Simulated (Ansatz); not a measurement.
# U and J of Cr in CsCrBr3 in the perovskite structure from cRPA, part 2 of 2

Wanted: U, U′ and J for a model of CsCrBr3 in the perovskite structure, with the screening inside the target bands removed.

PBE, without spin polarisation; plane waves, no spin–orbit coupling.

So far. Step 3 (Target: d shell, bands v2 to c3 (loose bound)): On average 85 % of these bands' weight lies on the d shell and 11 % on ligand p.

## Step 4: Target: d shell, bands v2 to c3 (sum over bands, screening cutoff 68 eV, 40 empty bands)

The whole shell is the model, so no transition inside it screens. The screening is summed over a limited number of empty bands, which is cheaper and leaves a tail out.

File input.yaml:

```yaml
crystal:
  lattice:
    - [5.405726293, 0.0, 0.0]
    - [0.0, 5.405726293, 0.0]
    - [0.0, 0.0, 5.405726293]
  atoms:
    - { symbol: Cs, position: [0.5, 0.5, 0.5] }
    - { symbol: Cr, position: [0.0, 0.0, 0.0] }
    - { symbol: Br, position: [0.5, 0.0, 0.0] }
    - { symbol: Br, position: [0.0, 0.5, 0.0] }
    - { symbol: Br, position: [0.0, 0.0, 0.5] }
kpoints:
  mp_grid: { grid: [4, 4, 4] }
hamiltonian:
  xc: pbe
scf:
  occupations: { method: fermi_dirac, width: 0.1 }
  n_extra_bands: 16
output:
  eigenvalues: true
  crpa:
    kmesh: [4, 4, 4]
    target_bands: [v2, c3]
    projections: [{ species: Cr, l: d }]
    accuracy: sum_over_states
    n_empty_bands: 40
    ecut_chi: 68
magnetization:
  spin_polarized: false
```

The run is started by

```console
$ ansatz run input.yaml --threads 4 --pin off --max-ram 8192MiB --backend cpu --events-out ev --progress --plain --runs-dir out
```

Numbers of over 12 decimals in the logs are rounded to 6 here.

The log of the run:

```text
[...]
Crystal: 5 atoms, lattice volume = 157.965 Å³
Basis set: ecut = 420 eV, 3071 PW (Γ)
Bands: 38, of which v1, the nominal top of the filled ones, is band 22 counted from 1 (21 counted from 0)
Symmetry: 48 space group operations
[...]
k-points: 10 of 64
[...]
χ-basis size per q: N_G = 192..211
[...]
U and J over all bands: no bound (output.crpa.accuracy: sum_over_states); those below are of the sums over the bands read on the sphere of ecut_chi, with what the atoms add
[...]
screened: U = 4.3216 eV, U' = 3.3248 eV, J = 0.4882 eV
      screened d-shell averages: U_bar = F0 = 3.5242 eV, J_bar = 0.6876 eV
      bare: V = 17.1086 eV, V' = 15.9356 eV, J = 0.5696 eV
      bare d-shell averages: V_bar = F0 = 16.1702 eV, J_bar = 0.8042 eV
[...]
[key lines of the parts left out:]
SCF converged after 8 iterations
Free energy (F): -17401.333840 eV
Fermi energy:    5.582391 eV
```

It took 13 s on 4 threads of Arm Neoverse V1, shared host; peak memory 0.76 GiB; 48 s of CPU time.

On average 85 % of these bands' weight lies on the d shell and 11 % on ligand p.

crpa.toml:

```text
format = "ansatz-crpa/5"
scheme = "band"
gauge = "projected_orbitals"
pair_densities = "all_electron"
channels = "unpolarised"
target_bands = [21, 25] # 1-based inclusive; [v2, c3]
n_wann = 5
kmesh = [4, 4, 4]
coulomb_singularity = "probe_charge" # how the value at q + G = 0 is made
n_bands = 62 # of the sum over states
n_bands_solved = 67 # n_bands and the guard bands above it
multiplets_cut = [{ ik = 0, bands_in_whole_multiplets = 60, multiplet_ends_at = 63 }, { ik = 1, bands_in_whole_multiplets = 61, multiplet_ends_at = 63 }, { ik = 2, bands_in_whole_multiplets = 61, multiplet_ends_at = 63 }, { ik = 3, bands_in_whole_multiplets = 61, multiplet_ends_at = 63 }, { ik = 4, bands_in_whole_multiplets = 61, multiplet_ends_at = 63 }, { ik = 8, bands_in_whole_multiplets = 61, multiplet_ends_at = 63 }, { ik = 12, bands_in_whole_multiplets = 61, multiplet_ends_at = 63 }, { ik = 16, bands_in_whole_multiplets = 61, multiplet_ends_at = 63 }, { ik = 21, bands_in_whole_multiplets = 61, multiplet_ends_at = 63 }, { ik = 23, bands_in_whole_multiplets = 61, multiplet_ends_at = 63 }, { ik = 29, bands_in_whole_multiplets = 61, multiplet_ends_at = 63 }, { ik = 31, bands_in_whole_multiplets = 61, multiplet_ends_at = 63 }, { ik = 32, bands_in_whole_multiplets = 61, multiplet_ends_at = 63 }, { ik = 42, bands_in_whole_multiplets = 61, multiplet_ends_at = 64 }, { ik = 48, bands_in_whole_multiplets = 61, multiplet_ends_at = 63 }, { ik = 53, bands_in_whole_multiplets = 61, multiplet_ends_at = 63 }, { ik = 55, bands_in_whole_multiplets = 61, multiplet_ends_at = 63 }, { ik = 61, bands_in_whole_multiplets = 61, multiplet_ends_at = 63 }, { ik = 63, bands_in_whole_multiplets = 61, multiplet_ends_at = 63 }] # where n_bands ends inside a multiplet, whose members the sum reads at an even weight
ecut_chi_ev = 68.0 # of the sum over states
n_g_chi_min = 192 # of the sum over states
n_g_chi_max = 211 # of the sum over states
occupation_method = "tetrahedron_uncorrected" # the fill of the pass's bands
window_electrons = 3.9999999999999956
eps_inv_head = 0.2724081104908513 # over all bands where the run has bounds, under no bound itself
head_ev = 0.5147100666110791 # what the value at q + G = 0 adds to the screened u_ev, u_prime_ev and u_bar_ev
gauge_min_gram_eig = 0.6706276107339294
accuracy = "sum_over_states" # no bound

[[shells]]
site = 1 # counted from 0, as a deck's `site` is
l = "d"
label = "3D" # of the pseudo-atomic shell
wannier_functions = [1, 2, 3, 4, 5] # counted from 1, as the tensor files' indices are
mr = [1, 2, 3, 4, 5] # each function's real harmonic by wannier90's number, 1 to 2l+1, in the order of wannier_functions

[shells.screened]
u_ev = 4.3216285145414615
u_prime_ev = 3.3247816533411063
j_ev = 0.48822620476626427
u_bar_ev = 3.5241510255811774
j_bar_ev = 0.6875955770063353

[shells.bare]
v_ev = 17.108598548970626
v_prime_ev = 15.935611622598177
j_ev = 0.5696393305322501
v_bar_ev = 16.170209007872664
j_bar_ev = 0.8042367158067398
```

```csv
shell,U (eV),U′ (eV),J (eV),bare U (eV),bare J (eV)
Cr2 d,4.32,3.32,0.49,17.11,0.57
```

## Step 5: Target: d shell, bands v2 to c3 (loose bound, smooth pair densities)

The whole shell is the model, so no transition inside it screens. The screening is solved for all empty bands at once, to a loose bound. Pair densities without the part inside the atoms miss short-range charge.

input.yaml: that of step 4 with these lines changed.

```diff
@@ -24,5 +24,4 @@
     projections: [{ species: Cr, l: d }]
-    accuracy: sum_over_states
-    n_empty_bands: 40
-    ecut_chi: 68
+    accuracy: low
+    pair_densities: pseudo
 magnetization:
```

The log of the run:

```text
[...]
Crystal: 5 atoms, lattice volume = 157.965 Å³
Basis set: ecut = 420 eV, 3071 PW (Γ)
Bands: 38, of which v1, the nominal top of the filled ones, is band 22 counted from 1 (21 counted from 0)
Symmetry: 48 space group operations
[...]
k-points: 10 of 64
[...]
screened, to within: U = 6.0e-2 eV, U' = 6.0e-2 eV, J = 1.3e-3 eV
      screened d-shell averages, to within: U_bar = 5.8e-2 eV, J_bar = 1.8e-3 eV
      screened, sum over states alone: U = 4.4555 eV, U' = 3.3595 eV, J = 0.5380 eV
      screened d-shell averages, sum over states alone: U_bar = F0 = 3.5787 eV, J_bar = 0.7571 eV
      bare: V = 17.1086 eV, V' = 15.9356 eV, J = 0.5696 eV
      bare d-shell averages: V_bar = F0 = 16.1702 eV, J_bar = 0.8042 eV
[...]
[key lines of the parts left out:]
SCF converged after 8 iterations
Free energy (F): -17401.333840 eV
Fermi energy:    5.582391 eV
```

Wall time 2 min (4 threads); peak memory 0.84 GiB; 7.2 min of CPU time.

On average 85 % of these bands' weight lies on the d shell and 11 % on ligand p.

```csv
shell,U (eV),U′ (eV),J (eV),bare U (eV),bare J (eV)
Cr2 d,4.03,3.09,0.46,17.11,0.57
```

## Step 6: Target: d shell with ligand p, bands v11 to c3 (loose bound)

With the ligand bands in the model the orbitals are more compact and transitions between ligand and shell no longer screen. The screening is solved for all empty bands at once, to a loose bound.

input.yaml: that of step 5 with these lines changed.

```diff
@@ -22,6 +22,5 @@
     kmesh: [4, 4, 4]
-    target_bands: [v2, c3]
-    projections: [{ species: Cr, l: d }]
+    target_bands: [v11, c3]
+    projections: [{ species: Cr, l: d }, { species: Br, l: p }]
     accuracy: low
-    pair_densities: pseudo
 magnetization:
```

The log of the run:

```text
[...]
Crystal: 5 atoms, lattice volume = 157.965 Å³
Basis set: ecut = 420 eV, 3071 PW (Γ)
Bands: 38, of which v1, the nominal top of the filled ones, is band 22 counted from 1 (21 counted from 0)
Symmetry: 48 space group operations
[...]
k-points: 10 of 64
[...]
screened: U = 5.2801 eV, U' = 4.3758 eV, J = 0.4314 eV
      screened, to within: U = 6.7e-2 eV, U' = 6.7e-2 eV, J = 8.2e-3 eV
      bare: V = 11.8730 eV, V' = 10.5183 eV, J = 0.6477 eV
    Site 4, 4P, 3 of 3 p orbitals (Wannier functions 12, 13, 14; wannier90's mr 1, 2, 3):
      screened: U = 5.2801 eV, U' = 4.3758 eV, J = 0.4314 eV
      screened, to within: U = 6.7e-2 eV, U' = 6.7e-2 eV, J = 8.2e-3 eV
      bare: V = 11.8730 eV, V' = 10.5183 eV, J = 0.6477 eV
[...]
[key lines of the parts left out:]
SCF converged after 8 iterations
Free energy (F): -17401.333840 eV
Fermi energy:    5.582391 eV
```

It took 6.1 min on 4 threads; peak memory 1.1 GiB.

On average 35 % of these bands' weight lies on the d shell and 61 % on ligand p.

```csv
shell,U (eV),U′ (eV),J (eV),bare U (eV),bare J (eV)
Cr2 d,7.21,6.13,0.54,19.33,0.66
Br3 p,5.28,4.38,0.43,11.87,0.65
Br4 p,5.28,4.38,0.43,11.87,0.65
Br5 p,5.28,4.38,0.43,11.87,0.65
```

## Step 7: Target: d shell with ligand p, bands v11 to c3 (sum over bands, screening cutoff 68 eV, 40 empty bands)

With the ligand bands in the model the orbitals are more compact and transitions between ligand and shell no longer screen. The screening is summed over a limited number of empty bands, which is cheaper and leaves a tail out.

input.yaml: that of step 6 with these lines changed.

```diff
@@ -24,3 +24,5 @@
     projections: [{ species: Cr, l: d }, { species: Br, l: p }]
-    accuracy: low
+    accuracy: sum_over_states
+    n_empty_bands: 40
+    ecut_chi: 68
 magnetization:
```

The log of the run:

```text
[...]
Crystal: 5 atoms, lattice volume = 157.965 Å³
Basis set: ecut = 420 eV, 3071 PW (Γ)
Bands: 38, of which v1, the nominal top of the filled ones, is band 22 counted from 1 (21 counted from 0)
Symmetry: 48 space group operations
[...]
k-points: 10 of 64
[...]
screened: U = 5.5719 eV, U' = 4.4860 eV, J = 0.5158 eV
      bare: V = 11.8730 eV, V' = 10.5183 eV, J = 0.6477 eV
    Site 3, 4P, 3 of 3 p orbitals (Wannier functions 9, 10, 11; wannier90's mr 1, 2, 3):
      screened: U = 5.5719 eV, U' = 4.4860 eV, J = 0.5158 eV
      bare: V = 11.8730 eV, V' = 10.5183 eV, J = 0.6477 eV
    Site 4, 4P, 3 of 3 p orbitals (Wannier functions 12, 13, 14; wannier90's mr 1, 2, 3):
      screened: U = 5.5719 eV, U' = 4.4860 eV, J = 0.5158 eV
      bare: V = 11.8730 eV, V' = 10.5183 eV, J = 0.6477 eV
[...]
[key lines of the parts left out:]
SCF converged after 8 iterations
Free energy (F): -17401.333840 eV
Fermi energy:    5.582391 eV
```

Run time: 58 s. Hardware: 4 threads; peak memory 0.93 GiB; 3.8 min of CPU time.

On average 35 % of these bands' weight lies on the d shell and 61 % on ligand p.

```csv
shell,U (eV),U′ (eV),J (eV),bare U (eV),bare J (eV)
Cr2 d,7.76,6.61,0.57,19.33,0.66
Br3 p,5.57,4.49,0.52,11.87,0.65
Br4 p,5.57,4.49,0.52,11.87,0.65
Br5 p,5.57,4.49,0.52,11.87,0.65
```

## Step 8: Target: d shell with ligand p, bands v11 to c3 (loose bound, smooth pair densities)

With the ligand bands in the model the orbitals are more compact and transitions between ligand and shell no longer screen. The screening is solved for all empty bands at once, to a loose bound. Pair densities without the part inside the atoms miss short-range charge.

input.yaml: that of step 7 with these lines changed.

```diff
@@ -24,5 +24,4 @@
     projections: [{ species: Cr, l: d }, { species: Br, l: p }]
-    accuracy: sum_over_states
-    n_empty_bands: 40
-    ecut_chi: 68
+    accuracy: low
+    pair_densities: pseudo
 magnetization:
```

The log of the run:

```text
[...]
Crystal: 5 atoms, lattice volume = 157.965 Å³
Basis set: ecut = 420 eV, 3071 PW (Γ)
Bands: 38, of which v1, the nominal top of the filled ones, is band 22 counted from 1 (21 counted from 0)
Symmetry: 48 space group operations
[...]
k-points: 10 of 64
[...]
screened, sum over states alone: U = 5.7228 eV, U' = 4.5382 eV, J = 0.5653 eV
      bare: V = 11.8730 eV, V' = 10.5183 eV, J = 0.6477 eV
    Site 4, 4P, 3 of 3 p orbitals (Wannier functions 12, 13, 14; wannier90's mr 1, 2, 3):
      screened: U = 5.2929 eV, U' = 4.3800 eV, J = 0.4356 eV
      screened, to within: U = 2.1e-2 eV, U' = 2.1e-2 eV, J = 3.3e-3 eV
      screened, sum over states alone: U = 5.7228 eV, U' = 4.5382 eV, J = 0.5653 eV
      bare: V = 11.8730 eV, V' = 10.5183 eV, J = 0.6477 eV
[...]
[key lines of the parts left out:]
SCF converged after 8 iterations
Free energy (F): -17401.333840 eV
Fermi energy:    5.582391 eV
```

It took 6.1 min on 4 threads; peak memory 1.1 GiB.

On average 35 % of these bands' weight lies on the d shell and 61 % on ligand p.

```csv
shell,U (eV),U′ (eV),J (eV),bare U (eV),bare J (eV)
Cr2 d,7.26,6.13,0.56,19.33,0.66
Br3 p,5.29,4.38,0.44,11.87,0.65
Br4 p,5.29,4.38,0.44,11.87,0.65
Br5 p,5.29,4.38,0.44,11.87,0.65
```

## Step 9: Target: a window that need not be isolated, bands v3 to c2 (loose bound)

This window is tried by its count of bands; whether the orbitals span it shows in the run. The screening is solved for all empty bands at once, to a loose bound.

input.yaml: that of step 8 with these lines changed.

```diff
@@ -22,6 +22,5 @@
     kmesh: [4, 4, 4]
-    target_bands: [v11, c3]
-    projections: [{ species: Cr, l: d }, { species: Br, l: p }]
+    target_bands: [v3, c2]
+    projections: [{ species: Cr, l: d }]
     accuracy: low
-    pair_densities: pseudo
 magnetization:
```

The log of the run:

```text
scf.n_extra_bands = 16 over 22 filled bands (N_el = 44.0): the run solves 38 bands
Engine: ansatz 0.2.0, aarch64-unknown-linux-gnu
Pseudopotentials: kind: paw
Pseudopotential: Cs, paw, valence charge 9, recommended cutoff 420 eV (normal), Cs.paw.azcp
Pseudopotential: Cr, paw, valence charge 14, recommended cutoff 420 eV (normal), Cr.paw.azcp
Pseudopotential: Br, paw, valence charge 7, recommended cutoff 420 eV (normal), Br.paw.azcp
Functional definition: PBE
[...]
[key lines of the parts left out:]
SCF converged after 8 iterations
Free energy (F): -17401.333840 eV
Fermi energy:    5.582391 eV
```

Elapsed: 2.7 s, on 4 threads; peak memory 0.59 GiB.

The ground state converged, but the program refused the screening step.

## Step 10: All models together

```csv
target,settings,U(Cr) (eV),J (eV),U over bare U,CPU time
d shell,loose bound,3.99,0.44,0.23,7.3 min
d shell,"sum over bands, screening cutoff 68 eV, 40 empty bands",4.32,0.49,0.25,48 s
d shell,"loose bound, smooth pair densities",4.03,0.46,0.24,7.2 min
d shell with ligand p,loose bound,7.21,0.54,0.37,23 min
d shell with ligand p,"sum over bands, screening cutoff 68 eV, 40 empty bands",7.76,0.57,0.40,3.8 min
d shell with ligand p,"loose bound, smooth pair densities",7.26,0.56,0.38,23 min
```

## Step 11: Summary of results

```
U(Cr), d shell               : 3.99 eV
U(Cr), d shell with ligand p : 7.21 eV
J(Cr), d shell               : 0.445 eV
J(Cr), d shell with ligand p : 0.539 eV
```

**Reading.** For Cr in CsCrBr3 in the perovskite structure the d shell model has U = 3.99 eV and J = 0.44 eV. In the d shell model screening cuts U from 17.1 to 3.99 eV, while J keeps 78 % of its bare value, since exchange moves no net charge and is hard to screen. U depends on the model: 3.99 eV for d shell and 7.21 eV for d shell with ligand p. A wider target removes more screening and makes the orbitals more compact. The plain sum over bands gives 4.32 eV, +8 % from the bounded value, at 0.11 times its CPU time. The open shell is treated without spin polarisation, as is usual for a model's starting point; a magnetic state would screen otherwise. The values are static and belong to projected orbitals on a coarse mesh, with which they are not converged; they are not the U of linear response. The cell was built from a prototype and relaxed; a distortion that needs a larger cell, or another structure that the compound may prefer, is not captured.

[Logs and program files are shortened in this print: banners, set-up blocks, solver, clock and traceback lines can be left out without a mark of their own.]

[Logs are printed without paths, hosts, clocks, repeated set-up lines and the standing remarks that a program may print on its own settings, such as how far it seeks lower states.]

[Hosts, paths, dates, database ids (printed as entryN), source tags and the programs' standing remarks are cut or masked in the printed files.]

[Where a cell is said to come from a database of computed structures, the database is the Materials Project.]
